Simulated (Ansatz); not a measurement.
# How NaI (Fm-3m) expands on warming, part 2 of 5

How much does NaI expand with temperature?

What experiment has found for this phase:
- volume expansion coefficient 135 1e-6/K near room temperature (given in “Descriptors for thermal expansion in solids”, 2017, arXiv:1701.03966)

Ansatz 0.2.0; DFT LDA, scalar-relativistic, plane waves, PAW.

So far. Step 2 (A first coarse run): The start is under -1.6 GPa at this level and looks like an insulator or semiconductor on this mesh.

**4. A second relaxation**

The relaxation is run once more from where the first one ended, as the script does after a large change of volume or of the gap, with mesh and occupations reviewed.

input.yaml reads:

```yaml
crystal:
  lattice:
    - [0.0, 3.1312689517, 3.1312689517]
    - [3.1312689517, 0.0, 3.1312689517]
    - [3.1312689517, 3.1312689517, 0.0]
  atoms:
    - { symbol: Na, position: [0.0, 0.0, 0.0] }
    - { symbol: I, position: [0.5, 0.5, 0.5] }
kpoints:
  mp_grid: { grid: [6, 6, 6] }
hamiltonian:
  xc: lda
scf:
  occupations: { method: gaussian, width: 0.02 }
output:
  forces: true
  stress: true
  eigenvalues: true
  write_density: true
  write_potential: true
  elf: true
  volumetric_format: npy
relax:
  adjacent_minimum: "off"
  f_tol: 0.005
  max_steps: 80
  cell: { stress_tol: 0.05 }
```

Run with:

```sh
$ ansatz run input.yaml --threads 4 --pin off --max-ram 16384MiB --backend cpu --events-out ev --progress --plain --runs-dir out
```

Numbers of over 12 decimals in the logs are rounded to 6 here.

The log of the run:

```text
[...]
Crystal: 2 atoms, lattice volume = 61.403 Å³
Basis set: ecut = 420 eV, 1243 PW (Γ)
Bands: 17, of which v1, the nominal top of the filled ones, is band 13 counted from 1 (12 counted from 0)
Symmetry: 48 space group operations
[...]
k-points: 16 of 216
[...]
SCF iter   1: F=—  HF=-8825.016280 eV  |F-HF|=—  |Δ(HF+E_count)|=         —  Δρ=5.63e-3  dr2=7.48e-3  ethr=1.77e-3  ⟨swp⟩=6.2  Hψ=1468  notcnv=0
[...]
SCF iter   6: F=-8825.010782 eV  HF=-8825.010782 eV  |F-HF|=4.31e-9  |Δ(HF+E_count)|=   2.91e-8  Δρ=2.56e-6  dr2=5.20e-9  ethr=9.92e-11  ⟨swp⟩=6.7  Hψ=1857  notcnv=0
SCF 1 converged in 6 iterations: F = -8825.010782 eV  dr2 = 5.20e-9
[...]
relax step   1: F+E_penalty+E_count = -8825.01078197 eV  Δ(F+E_penalty+E_count) = +0.000e0 eV  max|allowed force component| = 3.180e-29 eV/Å  Δτ_max = 0.0000 Å  P = -0.024 GPa  Ω = 61.403 Å³  (6 SCF iters, dr2 threshold 1.00e-7 eV, accepted)
[...]
SCF iter   6: F=-8825.010782 eV  HF=-8825.010782 eV  |F-HF|=1.09e-11  |Δ(HF+E_count)|=  7.28e-12  Δρ=1.53e-7  dr2=1.07e-11  ethr=1.00e-12  ⟨swp⟩=6.3  Hψ=1116  notcnv=0
SCF 2 converged in 6 iterations: F = -8825.010782 eV  dr2 = 1.07e-11
relax step   2: F+E_penalty+E_count = -8825.01078197 eV  Δ(F+E_penalty+E_count) = -2.206e-9 eV  max|allowed force component| = 3.274e-29 eV/Å  Δτ_max = 0.0000 Å  P = -0.024 GPa  Ω = 61.403 Å³  stress off target by 2.41e-2 GPa  SCF on the basis re-selected at this cell (its energy is not comparable with the rows above)  (6 SCF iters)
basis re-selected at this cell: Δ(F+E_penalty+E_count) = -2.206e-9 eV, ΔP = -0.000 GPa vs the last step (what re-selecting the basis moved, of the pressure what is left beyond the Pulay correction that the steps carried, after the strain that the cell walked since its last selection, with what the two solves' SCF thresholds leave and, on support functions, any second-order correction that the steps lacked; it is no m [...]
SCF converged after 6 iterations
Free energy (F): -8825.010782 eV
[...]
Internal energy: -8825.010782 eV  (E = F + TS)
E sigma→0 (E₀):  -8825.010782 eV
Fermi energy:    5.545333 eV
[...]
--- Stress (GPa, compression-positive) ---
       -0.024073      -0.000000       0.000000
        0.000000      -0.024073      -0.000000
        0.000000      -0.000000      -0.024073
  P = ⅓ Tr σ = -0.0241 GPa (-0.241 kbar)
--- Band table (eV; the first three rows and the last of 16) ---
  k-point 0: bands = [... 9 lower, -7.6655, 3.7374, 3.7374, 3.7374, 7.3531, 11.5741, 11.5741, 11.5741]
  k-point 1: bands = [... 9 lower, -7.5683, 2.8404, 3.6419, 3.6419, 8.2445, 11.0930, 11.8063, 11.8063]
  k-point 2: bands = [... 9 lower, -7.3593, 1.6170, 3.4660, 3.4660, 8.7177, 11.4034, 11.4034, 12.0363]
  k-point 15: bands = [... 9 lower, -7.1380, 1.7130, 2.3845, 2.6456, 9.0615, 10.0575, 12.4680, 12.4963]
--- Relaxed structure (1 steps of the walk, 1 accepted, 1 SCFs on fresh bases) ---
[...]
cell:  # Å, volume = 61.4032 Å³
    - [0.0, 3.1312689517, 3.1312689517]
    - [3.1312689517, 0.0, 3.1312689517]
    - [3.1312689517, 3.1312689517, 0.0]
  atoms:
    - { symbol: Na, position: [0.0, 0.0, 0.0] }
    - { symbol: I, position: [0.5, 0.5, 0.5] }
```

Elapsed: 1.4 s, on 4 threads of Arm Neoverse V2, shared host; peak memory 0.3 GiB; 3.2 s of CPU time.

Little changed from the start: no atom moved by 0.005 Å and no cell edge by 0.1 %.

Valence density in the ac plane of the conventional cell at fractional y = 0.000, with atoms of Na and I within 0.2 Å of it. It is the smooth field of the valence electrons, not physical close to the nuclei.

Ten steps, logarithmic in the rise over the least value, from '_' (0 e/Å³) to '@' (17 e/Å³), each cell a mean:
```
@@**::__..::==##@@%%++--..____==%%
++--______..--++**++--::..____..==
__________..::::----::..__________
______________........____________
....__________________________....
--::..______________________..::--
**==--..______--++==..____..::--++
@@##==::____::**@@%%==____..--++%%
@@%%==::..__::##@@@@++____..--**@@
%%**--::____..++##**--____..::++##
==--::..______..::::________::--==
::::..______________________....::
..______________..______________..
____________..::::::..____________
::..______..::--====--..________::
##++..____::--**%%##==::..____--**
@@##::__..::==%%@@@@**--..____++@@
```
Columns run along a (6.3 Å), rows up along c (6.3 Å), edges of the conventional cell, whose origin can differ from the input's. Atoms in or near the plane, at fractional coordinates: Na at (0.00, 0.00), Na at (0.50, 0.50), I at (0.50, 0.00), I at (0.00, 0.50).

Electrostatic potential energy in the ac plane of the conventional cell at fractional y = 0.000, with atoms of Na and I within 0.2 Å of it. With pseudopotentials it is smooth inside the atoms' cores, unlike the true potential.

Values in eV, 9 rows by 16 columns, each cell a mean:
```
-29 -14   2   7   6  -2 -12  -3   0  -9  -8   5   7   5  -5 -25
  4   5   7   8   9   7   3  -2  -3   0   6   8   9   8   6   5
  2   4   7   9   9   8   7   6   6   7   8   9   9   8   6   3
 -6 -11  -4   6   7   6   0 -15 -18  -6   4   7   7   1 -10  -8
  9  -3 -11   3   7   4 -12 -38 -40 -26   0   6   6  -5 -11   7
 -9  -9   0   7   8   6   3  -5  -8   0   5   8   8   4  -6 -10
  5   6   8   9   9   8   7   6   6   7   8   9   9   8   7   5
  0   4   6   8   8   6  -1  -7  -8  -5   3   8   8   7   5   2
-37 -21   1   6   6  -4 -12   3   5  -6 -10   4   7   4  -9 -33
```
Columns run along a (6.3 Å; values clipped at the 3rd and 97th percentile), rows up along c (6.3 Å), edges of the conventional cell, whose origin can differ from the input's. Atoms in or near the plane, at fractional coordinates: Na at (0.00, 0.00), Na at (0.50, 0.50), I at (0.50, 0.00), I at (0.00, 0.50).

ELF in the ac plane of the conventional cell at fractional y = 0.000, with atoms of Na and I within 0.2 Å of it. It is the smooth field of the valence electrons, not physical close to the nuclei.

Values, 9 rows by 16 columns, each cell a mean:
```
0.49 0.45 0.10 0.18 0.65 0.72 0.59 0.40 0.37 0.51 0.68 0.74 0.39 0.05 0.32 0.50
0.16 0.12 0.08 0.09 0.31 0.60 0.71 0.72 0.71 0.72 0.68 0.45 0.15 0.06 0.10 0.15
0.70 0.69 0.57 0.31 0.11 0.13 0.22 0.26 0.27 0.24 0.16 0.08 0.20 0.48 0.66 0.70
0.46 0.58 0.70 0.70 0.35 0.04 0.20 0.42 0.44 0.33 0.07 0.16 0.61 0.74 0.64 0.51
0.29 0.40 0.65 0.75 0.42 0.07 0.45 0.48 0.39 0.55 0.17 0.19 0.69 0.71 0.53 0.28
0.57 0.65 0.72 0.66 0.29 0.04 0.12 0.29 0.33 0.20 0.04 0.14 0.53 0.72 0.68 0.60
0.61 0.58 0.45 0.20 0.09 0.21 0.37 0.43 0.43 0.41 0.29 0.13 0.14 0.35 0.54 0.60
0.20 0.12 0.04 0.11 0.42 0.69 0.72 0.68 0.67 0.70 0.71 0.56 0.23 0.04 0.07 0.17
0.44 0.52 0.15 0.18 0.68 0.72 0.56 0.33 0.33 0.44 0.66 0.75 0.41 0.06 0.40 0.51
```
Columns run along a (6.3 Å), rows up along c (6.3 Å), edges of the conventional cell, whose origin can differ from the input's. Atoms in or near the plane, at fractional coordinates: Na at (0.00, 0.00), Na at (0.50, 0.50), I at (0.50, 0.00), I at (0.00, 0.50).

**5. Relaxing to small residual forces and stress**

The relaxation is repeated with tighter thresholds on force and stress, since phonons are sensitive to what is left; a change of mesh or smearing in the input moves the cell too.

input.yaml, the sections that differ from step 4:

```yaml
kpoints:
  mp_grid: { grid: [8, 8, 8] }
scf:
  occupations: { method: fixed }
output:
  forces: true
  stress: true
  eigenvalues: true
relax:
  adjacent_minimum: "off"
  f_tol: 0.001
  max_steps: 60
  cell: { stress_tol: 0.01 }
# crystal, hamiltonian: as in step 4
```

The log of the run:

```text
[...]
Crystal: 2 atoms, lattice volume = 61.403 Å³
Basis set: ecut = 420 eV, 1243 PW (Γ)
Bands: 17, of which v1, the nominal top of the filled ones, is band 13 counted from 1 (12 counted from 0)
Symmetry: 48 space group operations
[...]
k-points: 29 of 512
[...]
k-point 28: bands = [... 9 lower, -7.1234, 2.0315, 2.0315, 2.5994, 9.6250, 11.2154, 11.2154, 11.7118]
--- Relaxed structure (3 steps of the walk, 3 accepted, 1 SCFs on fresh bases) ---
[...]
cell:  # Å, volume = 61.3210 Å³
    - [0, 3.129871, 3.129871]
    - [3.129871, 0, 3.129871]
    - [3.129871, 3.129871, 0]
  atoms:
    - { symbol: Na, position: [0, 0, 0] }
    - { symbol: I, position: [0.5, 0.5, 0.5] }
[key lines of the parts left out:]
SCF converged after 8 iterations
Free energy (F): -8825.011081 eV
Fermi energy:    3.750937 eV
P = ⅓ Tr σ = 0.0000 GPa (0.000 kbar)
```

The job ended after 2.1 s (4 threads; peak memory 0.33 GiB).

Little changed from the start: no atom moved by 0.005 Å and no cell edge by 0.1 %.

This step gave:

```yaml
pressure: 3.11e-5 GPa
gap_on_the_k_mesh: 3.620 eV
volume_per_atom: 30.66 Å³
```

The residual pressure is 3.1e-5 GPa, small enough for phonons.

**6. Relaxing at another setting**

The functional, the potentials or the cutoff change, so the crystal is relaxed again at the new setting.

input.yaml, the sections that differ from step 5:

```yaml
crystal:
  lattice:
    - [0.0, 3.1298713051, 3.1298713051]
    - [3.1298713051, 0.0, 3.1298713051]
    - [3.1298713051, 3.1298713051, 0.0]
  atoms:
    - { symbol: Na, position: [0.0, 0.0, 0.0] }
    - { symbol: I, position: [0.5, 0.5, 0.5] }
basis:
  ecutwfc: 550.0
# kpoints, hamiltonian, scf, output, relax: as in step 5
```

The log of the run:

```text
[...]
Crystal: 2 atoms, lattice volume = 61.321 Å³
Basis set: ecut = 550 eV, 1807 PW (Γ)
Bands: 17, of which v1, the nominal top of the filled ones, is band 13 counted from 1 (12 counted from 0)
Symmetry: 48 space group operations
[...]
k-points: 29 of 512
[...]
k-point 28: bands = [... 9 lower, -7.1232, 2.0314, 2.0314, 2.5993, 9.6248, 11.2152, 11.2152, 11.7115]
--- Relaxed structure (1 steps of the walk, 1 accepted, 1 SCFs on fresh bases) ---
[...]
cell:  # Å, volume = 61.3210 Å³
    - [0.0, 3.1298713051, 3.1298713051]
    - [3.1298713051, 0.0, 3.1298713051]
    - [3.1298713051, 3.1298713051, 0.0]
  atoms:
    - { symbol: Na, position: [0.0, 0.0, 0.0] }
    - { symbol: I, position: [0.5, 0.5, 0.5] }
[key lines of the parts left out:]
SCF converged after 8 iterations
Free energy (F): -8825.012902 eV
Fermi energy:    3.750884 eV
P = ⅓ Tr σ = 0.0003 GPa (0.003 kbar)
```

The job ended after 1.8 s (4 threads; peak memory 0.36 GiB).

Little changed from the start: no atom moved by 0.005 Å and no cell edge by 0.1 %.

This step gave:

| Item | Value |
| --- | --- |
| pressure | 2.64e-4 GPa |

The residual pressure is 2.6e-4 GPa, small enough for phonons.

(Part 2 of 5 ends here.)

[Logs are printed without paths, hosts, clocks, repeated set-up lines and the standing remarks that a program may print on its own settings, such as how far it seeks lower states.]

[Hosts, paths, dates, database ids (printed as entryN), source tags and the programs' standing remarks are cut or masked in the printed files.]

[A step with changed settings may run another functional than the one named; its input shows which.]
